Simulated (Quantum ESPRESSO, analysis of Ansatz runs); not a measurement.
# Migration in Be3N2 (P6_3/mmc): V_Be hop (2.8 Å), charge −2 (Quantum ESPRESSO)

Aim: the barrier of one jump in Be3N2 (P6_3/mmc) at charge −2: V_Be hop (2.8 Å). The model is a cell of 120 host atoms with 1 Be taken out; Be is the atom that moves.

Calculated with Quantum ESPRESSO 7.5; Quantum ESPRESSO plane-wave DFT, PBEsol, GBRV 1.5 PBEsol potentials; nudged elastic band between two relaxed defect structures at fixed charge in a uniform background.

## 1. Starting point

The cell holds 119 atoms: 71 Be and 48 N. Its edges and angles: a = 9.834 Å, b = 9.834 Å, c = 9.713 Å, α = 90.0°, β = 90.0°, γ = 120.0°. It derives from Be3N2 (space group P6_3/mmc). Nearest the centre at fractional (0.583, 0.417, 0.750): N118 at 0.83 Å, Be77 at 1.41 Å, Be95 at 1.84 Å, Be98 at 1.87 Å, N88 at 2.16 Å, N30 at 2.19 Å, Be18 at 2.44 Å, Be107 at 2.47 Å. The cell carries charge −2.

The cell's shortest repeat is 9.7 Å.

## 2. Relaxation of the start point, charge −2

A barrier is counted from a minimum, so both ends are relaxed first. Small random displacements break the symmetry of the ideal sites, so that the defect can distort if it gains by it. The charge of −2 is set by the electron count, and a uniform background keeps the cell neutral.

File pw.in:

```
&CONTROL
  calculation = 'relax'
  prefix = 'pwscf'
  outdir = './tmp'
  pseudo_dir = './pseudo'
  tprnfor = .true.
  disk_io = 'low'
  nstep = 70
  forc_conv_thr = 0.00078
  etot_conv_thr = 0.0001
/
&SYSTEM
  ibrav = 0
  nat = 119
  ntyp = 2
  ecutwfc = 40
  ecutrho = 324
  nbnd = 267
  occupations = 'fixed'
  tot_charge = -2
  nosym = .true.
/
&ELECTRONS
  conv_thr = 1d-07
  electron_maxstep = 100
  mixing_beta = 0.5
/
&IONS
  ion_dynamics = 'bfgs'
/
ATOMIC_SPECIES
Be     9.0122 be_pbesol_v1.4.uspp.F.UPF
N     14.0070 n_pbesol_v1.2.uspp.F.UPF
CELL_PARAMETERS angstrom
   8.5162218327    4.9168430144    0.0000000000
  -8.5162218327    4.9168430144    0.0000000000
   0.0000000000    0.0000000000    9.7125583330
ATOMIC_POSITIONS crystal
Be     0.0029320849    0.3355230570    0.0766827418
Be     0.1698307458    0.1692246771    0.0772987981
[... 3 atom lines left out ...]
Be     0.3318030404    0.3347900495    0.5765930759
[... 2 atom lines left out ...]
Be     0.3354941480    0.3367913407    0.9213750235
[... 7 atom lines left out ...]
Be     0.1693135184    0.3354553545    0.7518709854
Be     0.3355690766    0.1682694833    0.7523359184
[... 2 atom lines left out ...]
N      0.3364075686    0.1678741750   -0.0014707582
[... 2 atom lines left out ...]
N      0.3355943942    0.1685470255    0.5022435922
[... 4 atom lines left out ...]
N      0.1661547673    0.0027554463    0.7502073866
N      0.3303167644    0.3303878756    0.7493463682
[... 3 atom lines left out ...]
Be    -0.0029048609    0.6659943735    0.5797886067
[... 2 atom lines left out ...]
Be     0.0002472165    0.6666182037    0.9186937421
[... 8 atom lines left out ...]
Be    -0.0028429171    0.4967842217    0.7501625830
[... 1 atom line left out ...]
Be     0.3360965858    0.6663946207    0.7490689130
[... 9 atom lines left out ...]
N     -0.0013974910    0.6668666028    0.7526853660
[... 2 atom lines left out ...]
Be     0.5002225749    0.3354394736    0.0805587937
[... 2 atom lines left out ...]
Be     0.4966163805    0.1657938101    0.5784556312
[... 1 atom line left out ...]
Be     0.8325744439    0.3307256441    0.5802320508
Be     0.4985445594    0.1658618709    0.9245817244
[... 1 atom line left out ...]
Be     0.8340145286    0.3341857499    0.9247558319
Be     0.5000587198    0.3303344414    0.4213992220
[... 5 atom lines left out ...]
Be     0.5017538894   -0.0012111563    0.7516449903
Be     0.6664257872    0.3342037827    0.7470863294
Be     0.8304341735    0.1665899942    0.7510706767
[... 1 atom line left out ...]
N      0.6661101600    0.3314893109    0.0026056327
[... 2 atom lines left out ...]
N      0.6673335939    0.3339024120    0.5030235270
[... 4 atom lines left out ...]
N      0.5021217966    0.1678618080    0.7475381193
[... 1 atom line left out ...]
N      0.8353301488    0.3368366164    0.7497921599
[... 1 atom line left out ...]
Be     0.6691184968    0.6697882378    0.0793413840
Be     0.8340212068    0.5026462142    0.0801647792
Be     0.5030956207    0.6669064813    0.5788775278
Be     0.6680128592    0.4996537596    0.5808912546
Be     0.8316221161    0.8324116964    0.5755309808
Be     0.5010713410    0.6651931299    0.9238959948
Be     0.6691948165    0.4994065315    0.9228138024
Be     0.8350676011    0.8315685706    0.9221270390
[... 1 atom line left out ...]
Be     0.6664696915    0.6666649342    0.4248523777
Be     0.8309357743    0.4973042581    0.4234504659
[... 3 atom lines left out ...]
Be     0.6660035255    0.8324097676    0.7529737587
Be     0.8328193879    0.6687770705    0.7481046425
N      0.5027682169    0.5019208117   -0.0018313373
[... 1 atom line left out ...]
N      0.8319820749    0.6640363731   -0.0020543102
N      0.4965580092    0.4985492498    0.4994023036
[... 1 atom line left out ...]
N      0.8363757261    0.6668150814    0.5007017223
[... 3 atom lines left out ...]
N      0.4981853855    0.6666721489    0.7524809049
N      0.6674218221    0.5017111552    0.7526979793
N      0.8346531645    0.8368213542    0.7500490567
K_POINTS gamma
```

On the command line:

```console
$ OMP_NUM_THREADS=1 mpirun -n 4 pw.x -in pw.in > pw.out
```

What it wrote:

```text
[shortened: banners, details of potentials and solvers, and blank lines are left out]
     gamma-point specific algorithms are used
     one sub-group per band group will be used
     scalapack distributed-memory algorithm (size of sub-group:  2*  2 procs)
     bravais-lattice index     =            0
     lattice parameter (alat)  =      18.5830  a.u.
     unit-cell volume          =    5489.0040 (a.u.)^3
     number of atoms/cell      =          119
     number of atomic types    =            2
     number of electrons       =       526.00
     number of Kohn-Sham states=          267
     kinetic-energy cutoff     =      40.0000  Ry
     charge density cutoff     =     324.0000  Ry
     scf convergence threshold =      1.0E-07
     mixing beta               =       0.5000
     number of iterations used =            8  plain     mixing
     energy convergence thresh.=      1.0E-04
     force convergence thresh. =      7.8E-04
     Exchange-correlation= SLA  PW   PSX  PSC
     nstep                     =           70
     crystal axes: (cart. coord. in units of alat)
               a(1) = (   0.866025   0.500000   0.000000 )
               a(2) = (  -0.866025   0.500000   0.000000 )
               a(3) = (   0.000000   0.000000   0.987682 )
     PseudoPot. # 1 for Be read from file:
     be_pbesol_v1.4.uspp.F.UPF
     Pseudo is Ultrasoft, Zval =  4.0
[...]
PseudoPot. # 2 for N  read from file:
     n_pbesol_v1.2.uspp.F.UPF
     Pseudo is Ultrasoft + core correction, Zval =  5.0
     atomic species   valence    mass     pseudopotential
     Be                4.00     9.01220     Be( 1.00)
     N                 5.00    14.00700     N ( 1.00)
     No symmetry found
     site n.     atom                  positions (alat units)
         1        Be     tau(   1) = (  -0.2880322   0.1692276   0.0757382  )
         2        Be     tau(   2) = (   0.0005249   0.1695277   0.0763467  )
         3        Be     tau(   3) = (   0.2877387   0.1695536   0.0769565  )
         4        Be     tau(   4) = (  -0.1427872   0.0835618   0.5684901  )
         5        Be     tau(   5) = (   0.1470957   0.0828550   0.5698948  )
         6        Be     tau(   6) = (  -0.0025868   0.3332965   0.5694908  )
         7        Be     tau(   7) = (  -0.1472185   0.0838333   0.9112862  )
         8        Be     tau(   8) = (   0.1465056   0.0845801   0.9086689  )
[...]
number of k points=     1
                       cart. coord. in units 2pi/alat
        k(    1) = (   0.0000000   0.0000000   0.0000000), wk =   2.0000000
     Dense  grid:   270257 G-vectors     FFT dimensions: ( 108, 108, 108)
     Smooth grid:    93847 G-vectors     FFT dimensions: (  75,  75,  75)
     starting charge     523.9882, renormalised to     526.0000
     Self-consistent Calculation
     iteration #  1     ecut=    40.00 Ry     beta= 0.50
     total energy              =   -2962.25771751 Ry
     estimated scf accuracy    <      17.76051346 Ry
     iteration #  2     ecut=    40.00 Ry     beta= 0.50
     total energy              =   -2965.29231176 Ry
     estimated scf accuracy    <       6.02304279 Ry
     iteration #  3     ecut=    40.00 Ry     beta= 0.50
     total energy              =   -2967.20607205 Ry
     estimated scf accuracy    <       3.36357376 Ry
[...]
c_bands:  1 eigenvalues not converged
[...]
[... 74 further cycles ...]
[...]
estimated scf accuracy    <       0.00000059 Ry
     iteration #  4     ecut=    40.00 Ry     beta= 0.50
     total energy              =   -2967.52784739 Ry
     estimated scf accuracy    <       0.00000007 Ry
     iteration #  5     ecut=    40.00 Ry     beta= 0.50
     total energy              =   -2967.52784740 Ry
     estimated scf accuracy    <       0.00000001 Ry
     iteration #  6     ecut=    40.00 Ry     beta= 0.50
     End of self-consistent calculation
          k = 0.0000 0.0000 0.0000 ( 11758 PWs)   bands (ev):
   -89.4203 -89.4196 -89.4194 -89.4159 -89.4153 -89.4153 -89.4141 -89.4122
   -89.4108 -89.4100 -89.4088 -89.4086 -89.4045 -89.4043 -89.4031 -89.3987
   -89.3985 -89.3961 -89.3952 -89.3941 -89.3937 -89.3926 -89.3923 -89.3901
   -89.3893 -89.3893 -89.3888 -89.3878 -89.3875 -89.3854 -89.3625 -89.3603
   -89.3601 -89.3537 -89.3518 -89.3517 -89.3173 -89.3161 -89.3140 -89.3094
   -89.3087 -89.3062 -88.9629 -88.9612 -88.9608 -88.9580 -88.9569 -88.9563
   -88.2434 -88.2418 -88.2330 -88.2327 -88.2320 -88.2144 -88.2143 -88.2142
   -88.2135 -88.2131 -88.2122 -88.1990 -88.0839 -88.0829 -88.0809 -87.9427
[...]
highest occupied, lowest unoccupied level (ev):     9.0565   11.4384
!    total energy              =   -2967.52784740 Ry
     estimated scf accuracy    <          6.0E-10 Ry
     The total energy is the sum of the following terms:
     one-electron contribution =   -1111.77571950 Ry
     hartree contribution      =     517.19292437 Ry
     xc contribution           =    -618.89464133 Ry
     ewald contribution        =   -1754.05041095 Ry
     convergence has been achieved in   6 iterations
     Forces acting on atoms (cartesian axes, Ry/au):
     atom    1 type  1   force =    -0.00022252   -0.00025185   -0.00012007
     atom    2 type  1   force =    -0.00010745   -0.00058882    0.00009309
     atom    3 type  1   force =     0.00000872   -0.00027514   -0.00007456
     atom    4 type  1   force =     0.00009065    0.00045248   -0.00018685
     atom    5 type  1   force =     0.00027580    0.00030769    0.00001343
     atom    6 type  1   force =     0.00028186    0.00044269   -0.00057169
     atom    7 type  1   force =    -0.00003175    0.00011162   -0.00000595
     atom    8 type  1   force =    -0.00009509    0.00033601    0.00013371
[...]
Total force =     0.004959     Total SCF correction =     0.000040
     Energy error            =      5.5E-05 Ry
     Gradient error          =      8.8E-04 Ry/Bohr
     number of scf cycles    =  12
     number of bfgs steps    =  11
     energy             old  =   -2967.5277925370 Ry
     energy             new  =   -2967.5278474026 Ry
     CASE: energy            _new < energy            _old
     new trust radius        =       0.0029702161 bohr
     new conv_thr            =       0.0000000010 Ry
ATOMIC_POSITIONS (crystal)
Be               0.0004146719        0.3347906182        0.0775991180
Be               0.1719810885        0.1720491877        0.0758563606
Be               0.3344665325        0.0001634570        0.0775836196
Be               0.0014686228        0.1676783705        0.5781546363
Be               0.1676678841        0.0016572007        0.5780961651
Be               0.3442857043        0.3445220349        0.5884821223
Be               0.0014668659        0.1679492382        0.9222875147
Be               0.1678471127        0.0013496875        0.9221903986
[...]
Self-consistent Calculation
     iteration #  1     ecut=    40.00 Ry     beta= 0.50
     total energy              =   -2967.52788061 Ry
     estimated scf accuracy    <       0.00001833 Ry
     iteration #  2     ecut=    40.00 Ry     beta= 0.50
     total energy              =   -2967.52788290 Ry
     estimated scf accuracy    <       0.00000265 Ry
     iteration #  3     ecut=    40.00 Ry     beta= 0.50
     total energy              =   -2967.52788338 Ry
     estimated scf accuracy    <       0.00000054 Ry
     iteration #  4     ecut=    40.00 Ry     beta= 0.50
     total energy              =   -2967.52788347 Ry
     estimated scf accuracy    <       0.00000006 Ry
     iteration #  5     ecut=    40.00 Ry     beta= 0.50
     total energy              =   -2967.52788348 Ry
     estimated scf accuracy    <          9.3E-09 Ry
     iteration #  6     ecut=    40.00 Ry     beta= 0.50
     End of self-consistent calculation
          k = 0.0000 0.0000 0.0000 ( 11758 PWs)   bands (ev):
   -89.4195 -89.4180 -89.4176 -89.4157 -89.4143 -89.4143 -89.4116 -89.4110
   -89.4106 -89.4091 -89.4085 -89.4075 -89.4046 -89.4043 -89.4036 -89.3998
   -89.3995 -89.3975 -89.3974 -89.3960 -89.3956 -89.3946 -89.3942 -89.3918
   -89.3915 -89.3912 -89.3903 -89.3900 -89.3893 -89.3862 -89.3619 -89.3596
   -89.3585 -89.3516 -89.3509 -89.3509 -89.3174 -89.3149 -89.3130 -89.3086
   -89.3082 -89.3060 -88.9642 -88.9628 -88.9615 -88.9594 -88.9581 -88.9576
   -88.2444 -88.2431 -88.2348 -88.2341 -88.2330 -88.2168 -88.2163 -88.2161
   -88.2157 -88.2153 -88.2152 -88.2034 -88.0799 -88.0788 -88.0768 -87.9401
[...]
highest occupied, lowest unoccupied level (ev):     9.0602   11.4384
!    total energy              =   -2967.52788348 Ry
     estimated scf accuracy    <          7.7E-10 Ry
     The total energy is the sum of the following terms:
     one-electron contribution =   -1111.75645023 Ry
     hartree contribution      =     517.18260681 Ry
     xc contribution           =    -618.89322673 Ry
     ewald contribution        =   -1754.06081333 Ry
     convergence has been achieved in   6 iterations
     Forces acting on atoms (cartesian axes, Ry/au):
     atom    1 type  1   force =    -0.00013664   -0.00020462   -0.00028047
     atom    2 type  1   force =    -0.00008352   -0.00041393   -0.00009507
     atom    3 type  1   force =    -0.00000482   -0.00021582   -0.00009783
     atom    4 type  1   force =    -0.00010119    0.00042834    0.00009578
     atom    5 type  1   force =     0.00020946    0.00034494    0.00018723
     atom    6 type  1   force =     0.00016126    0.00030702   -0.00026572
     atom    7 type  1   force =    -0.00010881    0.00015352   -0.00049540
     atom    8 type  1   force =    -0.00000876    0.00032787   -0.00019856
[...]
Total force =     0.003982     Total SCF correction =     0.000044
     Energy error            =      3.6E-05 Ry
     Gradient error          =      6.9E-04 Ry/Bohr
     bfgs converged in  13 scf cycles and  12 bfgs steps
     (criteria: energy <  1.0E-04 Ry, force <  7.8E-04 Ry/Bohr)
     End of BFGS Geometry Optimization
     Final energy             =   -2967.5278834765 Ry
Begin final coordinates
ATOMIC_POSITIONS (crystal)
Be               0.0004146719        0.3347906182        0.0775991180
Be               0.1719810885        0.1720491877        0.0758563606
Be               0.3344665325        0.0001634570        0.0775836196
Be               0.0014686228        0.1676783705        0.5781546363
Be               0.1676678841        0.0016572007        0.5780961651
Be               0.3442857043        0.3445220349        0.5884821223
Be               0.0014668659        0.1679492382        0.9222875147
Be               0.1678471127        0.0013496875        0.9221903986
[...]
End final coordinates
   JOB DONE.
```

Run time: 8.4 min. Hardware: 4 MPI ranks of Arm Neoverse V1, shared host; peak memory 2 GiB; 34 min of CPU time.

The steps of the relaxation:

```tsv
step	energy less that of the first step (eV)
0	0.0000
1	-1.6273
2	-2.0702
3	-2.1986
4	-2.2906
5	-2.3183
6	-2.3351
7	-2.3431
8	-2.3479
9	-2.3503
10	-2.3516
11	-2.3523
12	-2.3528
```

The atoms that moved most (Å):

```tsv
atom	dx	dy	dz	length
Be98	-0.120	-0.065	-0.111	0.175
Be6	0.023	0.109	0.115	0.161
Be97	0.079	-0.055	-0.122	0.156
Be95	-0.118	-0.063	0.079	0.155
Be94	0.073	-0.071	0.098	0.141
Be9	0.012	0.090	-0.102	0.137
N118	0.089	0.035	-0.025	0.098
N117	-0.065	0.056	-0.022	0.088
```

Neighbours of Be77 at the end:

```tsv
atom	distance (Å)
N118	1.586
N90	1.647
N88	1.658
Be95	2.291
Be66	2.309
Be98	2.318
Be64	2.332
Be69	2.341
Be67	2.358
```

Read from the output:

| Quantity | Value |
| --- | --- |
| highest filled level | 9.060 eV |
| lowest empty level | 11.44 eV |
| r.m.s. move of the farther half of the atoms | 0.02037 Å |
| largest move from the ideal geometry of this structure, a common shift of the far atoms taken out | 0.1589 Å |

The relaxation gained 2.353 eV and ended with a largest force component of 0.018 eV/Å.

(Continued in part 2 of 3.)

[Long decimals in the printed logs are rounded to 6 places.]

[Repeated set-up lines and some long k-point lines are left out of the logs, and relaxed atomic positions are cut to six decimals.]

[Logs are printed without paths, hosts, clocks, repeated set-up lines and the standing remarks that a program may print on its own settings, such as how far it seeks lower states.]

[Hosts, paths, dates, database ids (printed as entryN), source tags and the programs' standing remarks are cut or masked in the printed files.]
